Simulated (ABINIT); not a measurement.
# SnSe (F-43m): phonons by linear response, part 3 of 3

How does SnSe (F-43m) vibrate, and is this structure a minimum?

ABINIT 10.8.3; DFT LDA, scalar-relativistic, plane waves, HGH norm-conserving pseudopotentials.

So far. Step 5 (Self-consistent run for the response): The cell stands at -0.59 GPa: the relaxation ran with a smoothed and higher cutoff, and the difference is a stress of the finite basis. Step 6 (Linear response at Γ): The acoustic modes at Γ come out as far as 2.7 cm⁻¹ from zero, where they should vanish, a small numerical error. The relaxed cell has a = 6.550 Å (conventional setting).

The structure was built from a prototype and need not be the compound's stable phase.

**8. Interpolated phonon bands**

anaddb transforms the dynamical matrices to force constants and back along the path; points of the mesh come back as solved, but for the sum rule and, in polar crystals, the LO-TO term at Γ; the rest is interpolation.

Contents of anaddb.abi:

```
ddb_filepath "all_DDB"
output_file "anaddb.abo"
outdata_prefix "anaddb"
ifcflag 1
ngqpt 2 2 2
nqshft 1
q1shft 0.0 0.0 0.0
asr 1
chneut 0
dipdip 0
dipquad 0
quadquad 0
enunit 0
eivec 0
nph1l 62
qph1l 
    0.0 0.0 0.0 1.0
    -0.05 -0.05 0.0 1.0
    -0.1 -0.1 0.0 1.0
    -0.15 -0.15 0.0 1.0
    -0.2 -0.2 0.0 1.0
    -0.25 -0.25 0.0 1.0
    -0.3 -0.3 0.0 1.0
    -0.35 -0.35 0.0 1.0
    -0.4 -0.4 0.0 1.0
    -0.45 -0.45 0.0 1.0
    -0.5 -0.5 0.0 1.0
    -0.4875 -0.4875 0.025 1.0
    -0.475 -0.475 0.05 1.0
    -0.4625 -0.4625 0.075 1.0
    -0.45 -0.45 0.1 1.0
    -0.4375 -0.4375 0.125 1.0
    -0.425 -0.425 0.15 1.0
    -0.4125 -0.4125 0.175 1.0
    -0.4 -0.4 0.2 1.0
    -0.3875 -0.3875 0.225 1.0
    -0.375 -0.375 0.25 1.0
    -0.375 0.0 0.375 1.0
    -0.3375 0.0 0.3375 1.0
    -0.3 0.0 0.3 1.0
    -0.2625 0.0 0.2625 1.0
    -0.225 0.0 0.225 1.0
    -0.1875 0.0 0.1875 1.0
    -0.15 0.0 0.15 1.0
    -0.1125 0.0 0.1125 1.0
    -0.075 0.0 0.075 1.0
    -0.0375 0.0 0.0375 1.0
    0.0 0.0 0.0 1.0
    0.0 0.0 0.05 1.0
    0.0 0.0 0.1 1.0
    0.0 0.0 0.15 1.0
    0.0 0.0 0.2 1.0
    0.0 0.0 0.25 1.0
    0.0 0.0 0.3 1.0
    0.0 0.0 0.35 1.0
    0.0 0.0 0.4 1.0
    0.0 0.0 0.45 1.0
    0.0 0.0 0.5 1.0
    -0.05 -0.025 0.475 1.0
    -0.1 -0.05 0.45 1.0
    -0.15 -0.075 0.425 1.0
    -0.2 -0.1 0.4 1.0
    -0.25 -0.125 0.375 1.0
    -0.3 -0.15 0.35 1.0
    -0.35 -0.175 0.325 1.0
    -0.4 -0.2 0.3 1.0
    -0.45 -0.225 0.275 1.0
    -0.5 -0.25 0.25 1.0
    -0.5 -0.275 0.225 1.0
    -0.5 -0.3 0.2 1.0
    -0.5 -0.325 0.175 1.0
    -0.5 -0.35 0.15 1.0
    -0.5 -0.375 0.125 1.0
    -0.5 -0.4 0.1 1.0
    -0.5 -0.425 0.075 1.0
    -0.5 -0.45 0.05 1.0
    -0.5 -0.475 0.025 1.0
    -0.5 -0.5 0.0 1.0
```

Contents of mrgddb.in:

```
all_DDB
merged
3
dfpt_gammao_DDB
dfpt_qo_DS1_DDB
dfpt_qo_DS2_DDB
```

Launch:

```
$ mrgddb < mrgddb.in > mrgddb.log
$ OMP_NUM_THREADS=1 anaddb anaddb.abi > anaddb.log
```

anaddb.abo, the main output file:

```text
[banners, grids, parts of the stress and lines that vanish by symmetry left out]
-outvars_anaddb: echo values of input variables ----------------------

 Flags :
[...]
Phonon wavevector (reduced coordinates) :  0.00000  0.00000  0.00000
 Phonon energies in Hartree :
[...]
Phonon frequencies in cm-1    :
-  0.000000E+00  0.000000E+00  0.000000E+00  1.246506E+02  1.246506E+02
-  1.246506E+02
[...]
Phonon wavevector (reduced coordinates) : -0.05000 -0.05000  0.00000
 Phonon energies in Hartree :
[...]
Phonon frequencies in cm-1    :
- -2.340293E+00 -2.340293E+00  1.419554E+01  1.240417E+02  1.240417E+02
-  1.245329E+02
[...]
Phonon wavevector (reduced coordinates) : -0.10000 -0.10000  0.00000
 Phonon energies in Hartree :
[...]
Phonon frequencies in cm-1    :
- -5.526770E+00 -5.526770E+00  2.789368E+01  1.221893E+02  1.221893E+02
-  1.241200E+02
[...]
Phonon wavevector (reduced coordinates) : -0.15000 -0.15000  0.00000
 Phonon energies in Hartree :
[...]
Phonon frequencies in cm-1    :
- -9.898108E+00 -9.898108E+00  4.066049E+01  1.190444E+02  1.190444E+02
-  1.232557E+02
[...]
Phonon wavevector (reduced coordinates) : -0.20000 -0.20000  0.00000
 Phonon energies in Hartree :
[...]
Phonon frequencies in cm-1    :
- -1.535934E+01 -1.535934E+01  5.218035E+01  1.146108E+02  1.146108E+02
-  1.217497E+02
  Phonon wavevector (reduced coordinates) : -0.25000 -0.25000  0.00000
 Phonon energies in Hartree :
[...]
Phonon frequencies in cm-1    :
- -2.157531E+01 -2.157531E+01  6.229345E+01  1.090448E+02  1.090448E+02
-  1.194514E+02
  Phonon wavevector (reduced coordinates) : -0.30000 -0.30000  0.00000
 Phonon energies in Hartree :
[...]
Phonon frequencies in cm-1    :
- -2.806337E+01 -2.806337E+01  7.100792E+01  1.027437E+02  1.027437E+02
-  1.163108E+02
  Phonon wavevector (reduced coordinates) : -0.35000 -0.35000  0.00000
 Phonon energies in Hartree :
[...]
Phonon frequencies in cm-1    :
- -3.422631E+01 -3.422631E+01  7.847790E+01  9.638210E+01  9.638210E+01
-  1.124068E+02
  Phonon wavevector (reduced coordinates) : -0.40000 -0.40000  0.00000
 Phonon energies in Hartree :
[...]
Phonon frequencies in cm-1    :
- -3.937984E+01 -3.937984E+01  8.493329E+01  9.084817E+01  9.084817E+01
-  1.079466E+02
  Phonon wavevector (reduced coordinates) : -0.45000 -0.45000  0.00000
 Phonon energies in Hartree :
[...]
Phonon frequencies in cm-1    :
- -4.283364E+01 -4.283364E+01  8.705952E+01  8.705952E+01  9.047980E+01
-  1.033277E+02
  Phonon wavevector (reduced coordinates) : -0.50000 -0.50000  0.00000
 Phonon energies in Hartree :
[...]
Phonon frequencies in cm-1    :
- -4.405280E+01 -4.405280E+01  8.571043E+01  8.571043E+01  9.368286E+01
-  1.003833E+02
  Phonon wavevector (reduced coordinates) : -0.48750 -0.48750  0.02500
 Phonon energies in Hartree :
[...]
Phonon frequencies in cm-1    :
- -4.393253E+01 -4.386401E+01  8.541862E+01  8.578800E+01  9.389085E+01
-  1.004117E+02
  Phonon wavevector (reduced coordinates) : -0.47500 -0.47500  0.05000
 Phonon energies in Hartree :
[...]
Phonon frequencies in cm-1    :
- -4.357495E+01 -4.329651E+01  8.462704E+01  8.602118E+01  9.441044E+01
-  1.005179E+02
  Phonon wavevector (reduced coordinates) : -0.46250 -0.46250  0.07500
 Phonon energies in Hartree :
[...]
Phonon frequencies in cm-1    :
- -4.298969E+01 -4.234673E+01  8.349168E+01  8.641129E+01  9.502619E+01
-  1.007630E+02
[...]
Phonon wavevector (reduced coordinates) : -0.05000 -0.02500  0.47500
 Phonon energies in Hartree :
[...]
Phonon frequencies in cm-1    :
- -2.136389E+01 -1.976237E+01  5.987720E+01  1.136423E+02  1.144558E+02
-  1.161349E+02
  Phonon wavevector (reduced coordinates) : -0.10000 -0.05000  0.45000
 Phonon energies in Hartree :
[...]
Phonon frequencies in cm-1    :
- -2.222764E+01 -1.541956E+01  5.946489E+01  1.114750E+02  1.130342E+02
-  1.162989E+02
  Phonon wavevector (reduced coordinates) : -0.15000 -0.07500  0.42500
 Phonon energies in Hartree :
[...]
Phonon frequencies in cm-1    :
- -2.379679E+01 -4.104651E+00  5.905010E+01  1.087648E+02  1.108522E+02
-  1.158002E+02
  Phonon wavevector (reduced coordinates) : -0.20000 -0.10000  0.40000
 Phonon energies in Hartree :
[...]
Phonon frequencies in cm-1    :
- -2.618838E+01  1.493792E+01  5.905148E+01  1.056586E+02  1.081813E+02
-  1.146824E+02
  Phonon wavevector (reduced coordinates) : -0.25000 -0.12500  0.37500
 Phonon energies in Hartree :
[...]
Phonon frequencies in cm-1    :
- -2.940022E+01  2.066238E+01  5.992820E+01  1.023329E+02  1.053786E+02
-  1.130224E+02
  Phonon wavevector (reduced coordinates) : -0.30000 -0.15000  0.35000
 Phonon energies in Hartree :
[...]
Phonon frequencies in cm-1    :
- -3.318204E+01  2.368962E+01  6.183685E+01  9.899152E+01  1.028503E+02
-  1.109257E+02
[...]
Phonon wavevector (reduced coordinates) : -0.50000 -0.47500  0.02500
 Phonon energies in Hartree :
[...]
Phonon frequencies in cm-1    :
- -4.403342E+01 -4.345286E+01  8.517291E+01  8.583063E+01  9.409004E+01
-  1.004360E+02
  Phonon wavevector (reduced coordinates) : -0.50000 -0.50000  0.00000
 Phonon energies in Hartree :
[...]
Phonon frequencies in cm-1    :
- -4.405280E+01 -4.405280E+01  8.571043E+01  8.571043E+01  9.368286E+01
-  1.003833E+02
-
```

Wall time 0.75 s (1 thread of Intel Xeon at 2.70GHz, shared host).

Read from the output:

```
lowest frequency on the path : -44.05 cm⁻¹
```

Anaddb. Phonon branches along the path, in cm⁻¹:

| point | branch 1 | branch 2 | branch 3 | branch 4 | branch 5 | branch 6 |
| --- | --- | --- | --- | --- | --- | --- |
| Γ | 0 | 0 | 0 | 125 | 125 | 125 |
| halfway | -22 | -22 | 62 | 109 | 109 | 120 |
| X | -44 | -44 | 86 | 86 | 94 | 100 |
| halfway | -41 | -39 | 81 | 88 | 96 | 102 |
| U | -34 | -24 | 71 | 94 | 96 | 108 |
| jump to K | -34 | -24 | 71 | 94 | 96 | 108 |
| halfway | -18 | 14 | 56 | 111 | 116 | 118 |
| Γ | 0 | 0 | 0 | 125 | 125 | 125 |
| halfway | -14 | -14 | 53 | 116 | 120 | 120 |
| L | -21 | -21 | 60 | 115 | 115 | 116 |
| halfway | -29 | 21 | 60 | 102 | 105 | 113 |
| W | -43 | 26 | 70 | 91 | 101 | 102 |
| halfway | -44 | -28 | 78 | 88 | 98 | 101 |
| X | -44 | -44 | 86 | 86 | 94 | 100 |

The phonon branches as a text plot (rows in cm⁻¹):

```
    121 |*******                **************
    114 |    ** **         *******          ************
    107 |      *  **    *** ****                    *** **
    100 |       *   ****   ****                       ***********
     93 |        ***********                            *****  **
     86 |         ******                                     ****
     79 |        *     **                                     *
     72 |       *        **                              *****
     65 |      *           *                           **
     58 |                   *****            **********
     51 |    **                  *          *
     44 |   *                     **       *
     37 |                                 *
     30 |  *                        *
     23 |                   ****         *            ******
     16 | *                     *    *  *            *
      9 |                  *     *
      2 |*                        **  **                    *
     -5 | **                        **  **          *
    -12 |   ***                  ***      ***      *
    -19 |      *               **            *******         *
    -27 |       *        ** ***                     ***
    -34 |        *      ****                           **     *
    -41 |         *******                                ********
         Γ           X  U|K            Γ         L        W     X
```

The path dips to 44i cm⁻¹.

**9. Density of states**

Sums over the zone need many more wavevectors than were solved, so the interpolation is sampled on a dense mesh.

Contents of anaddb.abi:

```
ddb_filepath "all_DDB"
output_file "anaddb.abo"
outdata_prefix "anaddb"
ifcflag 1
ngqpt 2 2 2
nqshft 1
q1shft 0.0 0.0 0.0
asr 1
chneut 0
dipdip 0
dipquad 0
quadquad 0
prtdos 2
ng2qpt 12 12 12
dosdeltae 4.5563e-06
ntemper 11
temperinc 100.0
tempermin 0.0
```

Launch:

```
$ OMP_NUM_THREADS=1 anaddb anaddb.abi > anaddb.log
```

anaddb.abo, the main output file:

```text
-outvars_anaddb: echo values of input variables ----------------------

 Flags :
     ifcflag         1
 Miscellaneous information :
         asr         1
      chneut         0
 Interatomic Force Constants Inputs :
      dipdip         0
     dipquad         0
    quadquad         0
      ifcana         0
      ifcout         0
 Description of grid 1 :
        brav         1
       ngqpt         2         2         2
      nqshft         1
      q1shft
                     0.00000000E+00  0.00000000E+00  0.00000000E+00
 Phonon DOS information :
   dosdeltae  4.55630000E-06
    dossmear  4.55633525E-06
 Description of grid 2 (Fourier interp. or BZ sampling):
      ng2qpt        12        12        12
      ngrids         4
      q2shft         0.00000000E+00  0.00000000E+00  0.00000000E+00

================================================================================

 read the DDB information and perform some checks

  ==== Info on the Cryst% object ====
 Real(R)+Recip(G) space primitive vectors, cartesian coordinates (Bohr,Bohr^-1):
 R(1)=  0.0000000  6.1887831  6.1887831  G(1)= -0.0807913  0.0807913  0.0807913
 R(2)=  6.1887831  0.0000000  6.1887831  G(2)=  0.0807913 -0.0807913  0.0807913
 R(3)=  6.1887831  6.1887831  0.0000000  G(3)=  0.0807913  0.0807913 -0.0807913
 Unit cell volume ucvol=  4.7407362E+02 bohr^3
 Angles (23,13,12)=  6.00000000E+01  6.00000000E+01  6.00000000E+01 degrees
 Time-reversal symmetry is present
 Reduced atomic positions [iatom, xred, symbol]:
    1)    0.0000000  0.0000000  0.0000000  Sn
    2)    0.2500000  0.2500000  0.2500000  Se

 DDB file with 3 blocks has been read.

================================================================================

 Calculation of the interatomic forces

       Homogeneous q point set in the B.Z.
 Grid q points  :        8
  1)   0.00000000E+00  0.00000000E+00  0.00000000E+00
  2)   5.00000000E-01  0.00000000E+00  0.00000000E+00
  3)   0.00000000E+00  5.00000000E-01  0.00000000E+00
  4)   5.00000000E-01  5.00000000E-01  0.00000000E+00
  5)   0.00000000E+00  0.00000000E+00  5.00000000E-01
  6)   5.00000000E-01  0.00000000E+00  5.00000000E-01
  7)   0.00000000E+00  5.00000000E-01  5.00000000E-01
  8)   5.00000000E-01  5.00000000E-01  5.00000000E-01

 The interatomic forces have been obtained

================================================================================

 Calculation of phonon density of states

 Average speed of sound partial sums:     0.2349680911E-03 (at units)
-                                   =           0.5140 [km/s]

 Debye frequency from partial sums:     0.1174565614E-03 (Ha)
-                                 =     0.7728270485E+00 (THz)
-Debye temperature from partial sums:     0.3708984859E+02 (K)

 Average speed of sound:     0.6390860348E-04 (at units)
-                      =           0.1398 [km/s]

 Debye frequency from DOS:     0.3194682638E-04 (Ha)
-                        =     0.2102000198E+00 (THz)
-Debye temperature from DOS:     0.1008800989E+02 (K)

-
```

Elapsed: 0.85 s, on 1 thread.

This step gave:

```
share of modes beyond 3i cm⁻¹ on the dense interpolated mesh : 0.2533
```

The phonon density of states has structure finer than the step of the table below, so its rows give means over 5 cm⁻¹, whole bins alone (the curve runs from -74.0 to 155 cm⁻¹). Peaks (cm⁻¹: height): -22.1: 0.0573, 60.0: 0.218, 116.0: 0.164.

Tetrahedra. Phonon density of states against wavenumber; means over each step:

wavenumber (cm⁻¹), phonon density of states (1/cm⁻¹/cell) and a bar:
```
      -50      0.000 
      -45      0.002 
      -40      0.031 #######
      -35      0.038 ########
      -30      0.043 ##########
      -25      0.053 ############
      -20      0.045 ##########
      -15      0.035 ########
      -10      0.034 ########
       -5      0.025 #####
        0      0.016 ####
        5      0.016 ###
       10      0.017 ####
       15      0.019 ####
       20      0.022 #####
       25      0.006 #
       30      0.001 
       35      0.002 
       40      0.002 #
       45      0.004 #
       50      0.006 #
       55      0.012 ###
       60      0.082 ##################
       65      0.044 ##########
       70      0.028 ######
       75      0.015 ###
       80      0.008 ##
       85      0.002 #
       90      0.021 #####
       95      0.050 ###########
      100      0.089 ####################
      105      0.110 ########################
      110      0.133 #############################
      115      0.136 ##############################
      120      0.052 ###########
      125      0.009 ##
      130      0.000
```

**10. Summary of results**

```
space group after relaxation                                       : F-43m
volume per atom                                                    : 35.1 Å³
highest optical zone-centre mode (no LO-TO term)                   : 124.7 cm⁻¹
q mesh                                                             : 2×2×2
lowest mode on the q mesh (acoustic ones at the zone centre apart) : -43.9 cm⁻¹
imaginary modes on the q mesh                                      : yes
```

What this shows: SnSe (F-43m) is unstable: a mode solved on the 2×2×2 mesh is imaginary, 44i cm⁻¹; its spectrum reaches 125 cm⁻¹. At the LDA level the optical modes of SnSe (F-43m) at the zone centre lie at 125 cm⁻¹. The base run prints -0.59 GPa, mostly the error of a finite basis; the relaxation, with a smoothed and higher cutoff, had brought the cell to rest. The most unstable solved mode lies at q = (0.5, 0.5, 0), on the zone boundary, so the distortion that it points to doubles the cell. These are harmonic frequencies: anharmonic shifts and widths and the lattice's thermal expansion are left out. The Fermi-Dirac smearing of 0.01 Ha is an electronic temperature of 3158 K, which adds a pressure of its own and can shift the volume and soft modes. The HGH files keep few electrons and have no core correction, which is cheap but rough for Sn. In a metal the frequencies hang on the k mesh and the smearing, most of all near Kohn anomalies. The structure is a hypothetical one, built on a prototype.

[Host names and launcher messages were left out of these logs when they were recorded.]

[Logs are printed without paths, hosts, clocks, repeated set-up lines and the standing remarks that a program may print on its own settings, such as how far it seeks lower states.]

[Hosts, paths, dates, database ids (printed as entryN), source tags and the programs' standing remarks are cut or masked in the printed files.]
